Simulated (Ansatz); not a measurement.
# Lattice dynamics of Sb (Pm-3m, 1 atom in the cell), part 2 of 3

Wanted: phonon frequencies of Sb (Pm-3m, 1 atom in the cell) and what follows from them.

Ansatz 0.2.0; DFT PBEsol, scalar-relativistic, plane waves, PAW.

So far. Step 3 (Bringing the structure to rest): Little changed from the start: no atom moved by 0.005 Å and no cell edge by 0.1 %. The relaxed cell has a = 3.062 Å (conventional setting).

This is not the structure that Sb takes at ambient pressure and room temperature (space group No. 166); it is a model or a phase of other conditions.

### 4. Relaxing to small forces for the phonons

Phonons need a cell at rest on their own settings, so the relaxation is repeated with tight tolerances on forces and stress, using the mesh and the filling of the phonon run that follows.

input.yaml reads:

```yaml
crystal:
  lattice:
    - [3.0617437798, 0.0, 0.0]
    - [0.0, 3.0617437798, 0.0]
    - [0.0, 0.0, 3.0617437798]
  atoms:
    - { symbol: Sb, position: [0.0, 0.0, 0.0] }
kpoints:
  mp_grid: { grid: [16, 16, 16] }
hamiltonian:
  xc: pbesol
scf:
  occupations: { method: methfessel_paxton, width: 0.15 }
output:
  forces: true
  stress: true
  eigenvalues: true
  write_density: true
  write_potential: true
  elf: true
  volumetric_format: npy
relax:
  adjacent_minimum: "off"
  f_tol: 0.001
  max_steps: 60
  cell: { stress_tol: 0.01 }
```

Started as:

```sh
$ ansatz run input.yaml --threads 4 --pin off --max-ram 7168MiB --backend cpu --events-out ev --progress --plain --runs-dir out
```

Numbers of over 12 decimals in the logs are rounded to 6 here.

Log:

```text
[...]
Crystal: 1 atoms, lattice volume = 28.702 Å³
Basis set: ecut = 420 eV, 587 PW (Γ), exchange–correlation on 48×48×48 points (8 copies of the dense FFT grid, shifted against one another)
Bands: 12, of which v1, the nominal top of the filled ones, is band 8 counted from 1 (7 counted from 0)
Symmetry: 48 space group operations
[...]
k-points: 165 of 4096
[...]
k-point 2: bands = [... 4 lower, -18.5028, -2.0262, 11.5170, 14.0642, 14.0642, 17.8527, 18.5531, 20.8614]
  k-point 164: bands = [... 4 lower, -18.4204, 6.1397, 8.7788, 8.7788, 8.7788, 15.2807, 15.2807, 15.2807]
--- Relaxed structure (3 steps of the walk, 3 accepted, 1 SCFs on fresh bases) ---
[...]
cell:  # Å, volume = 28.6188 Å³
    - [3.058797, 0, 0]
    - [0, 3.058797, 0.0]
    - [0, 0.0, 3.058797]
  atoms:
    - { symbol: Sb, position: [0.0, 0.0, 0.0] }
[key lines of the parts left out:]
SCF converged after 6 iterations
Free energy (F): -6408.058513 eV
Fermi energy:    10.446541 eV
P = ⅓ Tr σ = -0.0003 GPa (-0.003 kbar)
```

The job ended after 5.5 s (4 threads of Arm Neoverse V2, shared host; peak memory 0.36 GiB).

Little changed from the start: no atom moved by 0.005 Å and no cell edge by 0.1 %.

Numbers from this step:

```
pressure        : -2.72e-4 GPa
volume per atom : 28.62 Å³
```

Electrostatic potential energy in the ac plane at fractional y = 0.000, with atoms of Sb within 0.2 Å of it. With pseudopotentials it is smooth inside the atoms' cores, unlike the true potential.

Ten even steps from '_' (-18 eV) to '@' (13 eV):
```
__________--**%%%%%%**--________
________..==##%%%%%%##==..______
______..--**%%%%@@%%%%**--..____
____..--++##%%@@@@@@%%##++--..__
----==**##%%@@@@@@@@@@%%##**==--
****##%%%%@@@@@@@@@@@@@@%%%%##**
%%%%%%%%@@@@@@@@@@@@@@@@@@%%%%%%
%%%%%%@@@@@@@@@@@@@@@@@@@@@@%%%%
%%%%%%%%@@@@@@@@@@@@@@@@@@%%%%%%
****##%%%%@@@@@@@@@@@@@@%%%%##**
----==**##%%@@@@@@@@@@%%##**==--
____..--++##%%@@@@@@%%##++--..__
______..--**%%%%@@%%%%**--..____
________..==##%%%%%%##==..______
__________--**%%%%%%**--________
__________--**%%%%%%**--________
```
Columns run along a (3.1 Å; values clipped at the 3rd and 97th percentile), rows up along c (3.1 Å). Atoms in or near the plane, at fractional coordinates: Sb at (0.00, 0.00).

ELF in the ac plane at fractional y = 0.000, with atoms of Sb within 0.2 Å of it. It is the smooth field of the valence electrons, not physical close to the nuclei.

Values, 16 rows by 16 columns:
```
0.00 0.00 0.02 0.14 0.31 0.38 0.46 0.54 0.55 0.54 0.46 0.38 0.31 0.14 0.02 0.00
0.01 0.02 0.09 0.23 0.35 0.39 0.47 0.52 0.51 0.52 0.47 0.39 0.35 0.23 0.09 0.02
0.11 0.14 0.23 0.33 0.37 0.41 0.48 0.48 0.45 0.48 0.48 0.41 0.37 0.33 0.23 0.14
0.30 0.31 0.35 0.37 0.40 0.45 0.46 0.40 0.36 0.40 0.46 0.45 0.40 0.37 0.35 0.31
0.38 0.38 0.39 0.41 0.45 0.45 0.39 0.30 0.26 0.30 0.39 0.45 0.45 0.41 0.39 0.38
0.46 0.46 0.47 0.48 0.46 0.39 0.28 0.20 0.17 0.20 0.28 0.39 0.46 0.48 0.47 0.46
0.55 0.54 0.52 0.48 0.40 0.30 0.20 0.13 0.11 0.13 0.20 0.30 0.40 0.48 0.52 0.54
0.56 0.55 0.51 0.45 0.36 0.26 0.17 0.11 0.10 0.11 0.17 0.26 0.36 0.45 0.51 0.55
0.55 0.54 0.52 0.48 0.40 0.30 0.20 0.13 0.11 0.13 0.20 0.30 0.40 0.48 0.52 0.54
0.46 0.46 0.47 0.48 0.46 0.39 0.28 0.20 0.17 0.20 0.28 0.39 0.46 0.48 0.47 0.46
0.38 0.38 0.39 0.41 0.45 0.45 0.39 0.30 0.26 0.30 0.39 0.45 0.45 0.41 0.39 0.38
0.30 0.31 0.35 0.37 0.40 0.45 0.46 0.40 0.36 0.40 0.46 0.45 0.40 0.37 0.35 0.31
0.11 0.14 0.23 0.33 0.37 0.41 0.48 0.48 0.45 0.48 0.48 0.41 0.37 0.33 0.23 0.14
0.01 0.02 0.09 0.23 0.35 0.39 0.47 0.52 0.51 0.52 0.47 0.39 0.35 0.23 0.09 0.02
0.00 0.00 0.02 0.14 0.31 0.38 0.46 0.54 0.55 0.54 0.46 0.38 0.31 0.14 0.02 0.00
0.00 0.00 0.01 0.11 0.30 0.38 0.46 0.55 0.56 0.55 0.46 0.38 0.30 0.11 0.01 0.00
```
Columns run along a (3.1 Å), rows up along c (3.1 Å). Atoms in or near the plane, at fractional coordinates: Sb at (0.00, 0.00).

Valence density in the ac plane at fractional y = 0.000, with atoms of Sb within 0.2 Å of it. It is the smooth field of the valence electrons, not physical close to the nuclei.

Ten steps, logarithmic in the rise over the least value, from '0' (0 e/Å³) to '9' (23 e/Å³):
```
9975321111123579
8764321111123467
6543211101112345
4332110000011233
2221100000001122
1111000000000111
1111000000000111
1110000000000011
1111000000000111
1111000000000111
2221100000001122
4332110000011233
6543211101112345
8764321111123467
9975321111123579
9986421111124689
```
Columns run along a (3.1 Å), rows up along c (3.1 Å). Atoms in or near the plane, at fractional coordinates: Sb at (0.00, 0.00).

The forces vanish by symmetry and the pressure is 0.000 GPa, within the tolerances set. The cell now holds 28.62 Å³/atom.

### 5. Phonons on a q mesh

Stability and thermal properties need the whole zone. Linear response on a 4×4×4 q mesh gives force constants as far as a supercell of that size would.

input.yaml, the sections that differ from step 4:

```yaml
crystal:
  lattice:
    - [3.0587968375, 0.0, 0.0]
    - [0.0, 3.0587968375, 0.0]
    - [0.0, 0.0, 3.0587968375]
  atoms:
    - { symbol: Sb, position: [0.0, 0.0, 0.0] }
output:
  eigenvalues: true
phonons:
  method: dfpt
  qmesh: [4, 4, 4]
  temperatures: { t_max: 1000, t_step: 50 }
  qpath:
    path:
      - [[0.0, 0.0, 0.0], [0.0, 0.5, 0.0], [0.5, 0.5, 0.0], [0.0, 0.0, 0.0], [0.5, 0.5, 0.5], [0.0, 0.5, 0.0]]
      - [[0.5, 0.5, 0.5], [0.5, 0.5, 0.0]]
    npoints: 10
# kpoints, hamiltonian, scf: as in step 4
# relax: removed
```

Log:

```text
[...]
Crystal: 1 atoms, lattice volume = 28.619 Å³
Basis set: ecut = 420 eV, 587 PW (Γ), exchange–correlation on 48×48×48 points (8 copies of the dense FFT grid, shifted against one another)
Bands: 12, of which v1, the nominal top of the filled ones, is band 8 counted from 1 (7 counted from 0)
Symmetry: 48 space group operations
k-points: 165 of 4096
[...]
SCF iter   1: F=—  HF=-6408.060005 eV  |F-HF|=—  |Δ(HF+E_count)|=         —  Δρ=2.18e-3  dr2=9.23e-4  ethr=1.77e-3  ⟨swp⟩=5.1  Hψ=11471  notcnv=0
[...]
SCF iter   9: F=-6408.058513 eV  HF=-6408.058513 eV  |F-HF|=7.28e-12  |Δ(HF+E_count)|=  1.00e-10  S|Δr|=    0.00e0  Δρ=1.80e-7  dr2=7.10e-12  ethr=1.00e-12  ⟨swp⟩=6.0  Hψ=10010  notcnv=0
SCF 1 converged in 9 iterations: F = -6408.058513 eV  dr2 = 7.10e-12
[...]
NSCF: frozen V_eff on 165 k-points
[...]
DFPT response loops at q = (0, 0, 0) (fractional): preconditioner auto → Kerker (q_TF=auto, 2.450 Å⁻¹) (partly filled bands, converged f_vac=0.000); β = 1.00, the filter's whole step (`scf.mixing.beta` (0.50) is not read by the response loops under this deck's `scf.mixing.preconditioner`; to damp them name `kerker` or `kerker_dos`, under which they read `scf.mixing.beta`, and type it under 1.00, their step now; both keys bind the ground state too); Broyden in place of MSR1
[...]
SCF converged after 9 iterations
[...]
Free energy (F): -6408.058513 eV
[...]
Internal energy: -6408.059807 eV  (E = F + TS)
E sigma→0 (E₀):  -6408.058837 eV
Entropy (-TS):   0.001294 eV (1.294 meV/atom)
Fermi energy:    10.446540 eV
[...]
--- Band table (eV; the first three rows and the last of 165) ---
  k-point 0: bands = [... 4 lower, -18.5035, -2.2623, 13.8304, 13.8304, 13.8304, 17.6580, 17.6580, 18.8537]
  k-point 1: bands = [... 4 lower, -18.5033, -2.2030, 13.0356, 13.8897, 13.8897, 17.7067, 18.1616, 19.2933]
  k-point 2: bands = [... 4 lower, -18.5028, -2.0262, 11.5170, 14.0642, 14.0642, 17.8527, 18.5531, 20.8614]
  k-point 164: bands = [... 4 lower, -18.4204, 6.1397, 8.7788, 8.7788, 8.7788, 15.2807, 15.2807, 15.2807]
--- Phonons (Γ-DFPT): 1 representative perturbation + reference (Σ response iterations 2) ---
  ASR residual: 6.757e-6 → 0.000e0 eV/Å²; symmetrization residual: 2.122e-11 eV/Å²
  ASR residual per site (eV/Å²): 6.76e-6
  Γ frequencies (cm⁻¹): 0.00 0.00 0.00
--- Phonons (arbitrary-q DFPT): 10 irreducible q on the 4×4×4 mesh ---
  q = [0.0000, 0.0000, 0.0000] (star 1, of the zone-centre solve; hermiticity 0.00e0, symmetrization 3.14e-6): -0.00 -0.00 -0.00
  q = [0.0000, 0.0000, 0.2500] (star 6, 2 solved perturbations in 2016 linear systems a pass and spin channel, the states on 1296 of 4096 k-point pairs; hermiticity 9.91e-15, symmetrization 2.94e-12): 31.93 31.93 103.15
[...]
q = [0.0000, 0.2500, -0.5000] (star 12, 3 solved perturbations on 1296 of 4096 k-point pairs; hermiticity 2.16e-13, symmetrization 2.19e-13): 46.97 91.97 110.50
[...]
q = [0.2500, 0.2500, 0.2500] (star 8, 1 solved perturbation on 2176 of 4096 k-point pairs; hermiticity 2.32e-14, symmetrization 1.42e-12): 109.07 109.07 131.29
[...]
sum rule: each row above includes the acoustic sum rule's correction from the zone centre's row sums; it moved no ω² by more than (0.12 cm⁻¹)²
  mesh force constants: q→R imaginary residual 0.00e0; ASR residual 6.757e-6 → 0.000e0 eV/Å²; symmetrization residual 3.553e-15 eV/Å²
  interpolated dispersion: 62 rows × 3 modes
  density of states and harmonic sums: on the 20×20×20 q-mesh, interpolated from the force constants of a 4×4×4 supercell (no non-analytic term)
  largest difference from the sums on the solved wave vectors: F 2.20e-3 eV, S 8.04e-6 and C_V 3.33e-6 eV/K
  zero-point energy: 0.016132 eV/cell   skipped modes (ω ≤ 0): 35, of them read as no rigid motion or as one in doubt: 32 (5.588e-2 modes/cell left out, lowest -101.65 cm⁻¹)   left out of the sums: 1.88e-2 of the cell's modes: C_V's classical limit lies that fraction below 3 k_B per atom; for a crystal, a wire or a layer, F and S can be off by more, and a phonons.interpolated_qmesh denser along its periods is the remedy for the sampling
```

Run time: 2.5 min. Hardware: 4 threads; peak memory 1.9 GiB.

This step gave:

```
sum-rule residual before enforcement                    : 6.76e-6 eV/Å²
lowest frequency on the path                            : -101.7 cm⁻¹
highest frequency on the path or at a solved wavevector : 131.3 cm⁻¹
lowest mode on the q mesh (acoustic modes at Γ apart)   : -101.7 cm⁻¹
```

Frequencies (cm⁻¹) solved at each irreducible wavevector; negative means imaginary. Frequencies by wavevector, by row:

| q in reciprocal lattice units | star | mode 1 | mode 2 | mode 3 |
| --- | --- | --- | --- | --- |
| 0 0 0 | 1 | 0 | 0 | 0 |
| 0 0 0.25 | 6 | 31.9 | 31.9 | 103.2 |
| 0 0 -0.5 | 3 | 34.5 | 34.5 | 118.8 |
| 0 0.25 0.25 | 12 | 44.4 | 98.6 | 115.7 |
| 0 0.25 -0.5 | 12 | 47 | 92 | 110.5 |
| 0 -0.5 -0.5 | 3 | 48.7 | 96 | 96 |
| 0.25 0.25 0.25 | 8 | 109.1 | 109.1 | 131.3 |
| 0.25 0.25 -0.5 | 12 | 68.9 | 109.8 | 123 |
| 0.25 -0.5 -0.5 | 6 | 68.7 | 68.7 | 113.6 |
| -0.5 -0.5 -0.5 | 1 | -101.7 | -101.7 | -101.7 |

Interpolated from a 4×4×4 q mesh. Phonon branches along the path, in cm⁻¹:

| point | branch 1 | branch 2 | branch 3 |
| --- | --- | --- | --- |
| Γ | 0 | 0 | 0 |
| halfway | 32 | 32 | 103 |
| X | 34 | 34 | 119 |
| halfway | 47 | 92 | 110 |
| M | 49 | 96 | 96 |
| halfway | 44 | 99 | 116 |
| Γ | 0 | 0 | 0 |
| halfway | 109 | 109 | 131 |
| R | -102 | -102 | -102 |
| halfway | 69 | 110 | 123 |
| X | 34 | 34 | 119 |
| jump to R | -102 | -102 | -102 |
| halfway | 69 | 69 | 114 |
| M | 49 | 96 | 96 |

The phonon branches as a text plot (rows in cm⁻¹):

```
    126 |                               ***         *
    117 |     ****  *     ****         *           * *  **   *
    107 |   **    *  **  * ** *         ****       **  *      *
     97 |          *  *****  *       ***             **     * ***
     88 |         * **        **           *      *   *        *
     78 |                            **           *  *
     68 |  *                   *    *               *  *     *
     58 |                       *                  *       *    *
     49 | *      * ***********  *   *       *           *
     39 |     *****           *    *                     *  *
     29 |*  **                 * * *        *
     20 | **                    **                *
     10 |*                       *               *
      0 |                         *
     -9 |
    -19 |
    -29 |                                        *
    -39 |
    -48 |
    -58 |                                                  *
    -68 |                                        *
    -77 |                                    *
    -87 |                                    *  *         *
    -97 |                                     **          *
         Γ      X      M          Γ            R        X|R     M
```

Tetrahedra on a 20×20×20 mesh, mean over bins of 2 cm-1. Interpolated from a 4×4×4 q mesh. Phonon density of states against wavenumber; read off at these points:

| wavenumber (cm⁻¹) | phonon density of states (1/cm⁻¹/cell) |
| --- | --- |
| -101.0 | 1.0e-5 |
| -95.0 | 2.6e-4 |
| -89.0 | 4.6e-4 |
| -83.0 | 5.5e-4 |
| -75.0 | 6.5e-4 |
| -69.0 | 6.7e-4 |
| -63.0 | 6.6e-4 |
| -57.0 | 6.9e-4 |
| -51.0 | 6.8e-4 |
| -45.0 | 6.1e-4 |
| -39.0 | 5.7e-4 |
| -33.0 | 5.3e-4 |
| -25.0 | 5.1e-4 |
| -19.0 | 5.2e-4 |
| -13.0 | 5.4e-4 |
| -7.0 | 5.6e-4 |
| -1.0 | 5.8e-4 |
| 5.0 | 6.5e-4 |
| 11.0 | 9.2e-4 |
| 19.0 | 0.00151 |
| 25.0 | 0.0025 |
| 31.0 | 0.0044 |
| 37.0 | 0.0101 |
| 43.0 | 0.0160 |
| 49.0 | 0.0217 |
| 55.0 | 0.0213 |
| 63.0 | 0.0178 |
| 69.0 | 0.0203 |
| 75.0 | 0.0227 |
| 81.0 | 0.0297 |
| 87.0 | 0.0314 |
| 93.0 | 0.0494 |
| 97.0 | 0.0573 |
| 99.0 | 0.0559 |
| 105.0 | 0.0496 |
| 113.0 | 0.0696 |
| 119.0 | 0.0307 |
| 125.0 | 0.0103 |
| 131.0 | 6.8e-4 |

Second derivatives of the energy by pair, one row for each kind of neighbour of each atom listed. Each entry sums the pair over the periodic images of the supercell that the q mesh stands for, and in a polar crystal it holds the long-range dipole part too. Force constants by pair, by row:

| atom | neighbour | distance (Å) | third of the trace (eV/Å²) | along the pair's line (eV/Å²) |
| --- | --- | --- | --- | --- |
| Sb1 | itself | 0 | 3.681 | – |
| Sb1 | Sb | 3.059 | -0.0918 | -0.4787 |
| Sb1 | Sb | 4.326 | -0.2093 | -0.4503 |
| Sb1 | Sb | 5.298 | 0.1025 | 0.0857 |
| Sb1 | Sb | 6.118 | -0.7318 | -2.008 |
| Sb1 | Sb | 6.84 | 0.126 | 0.214 |
| Sb1 | Sb | 7.492 | -0.1094 | -0.098 |

Symmetry leaves 10 wavevectors to solve. The lowest mode among them, the acoustic zeros apart, lies at q = (-0.5, -0.5, -0.5) and is imaginary, 101.7i cm⁻¹, so the energy falls along it.

(Continued in part 3 of 3.)

[Logs are printed without paths, hosts, clocks, repeated set-up lines and the standing remarks that a program may print on its own settings, such as how far it seeks lower states.]

[Hosts, paths, dates, database ids (printed as entryN), source tags and the programs' standing remarks are cut or masked in the printed files.]
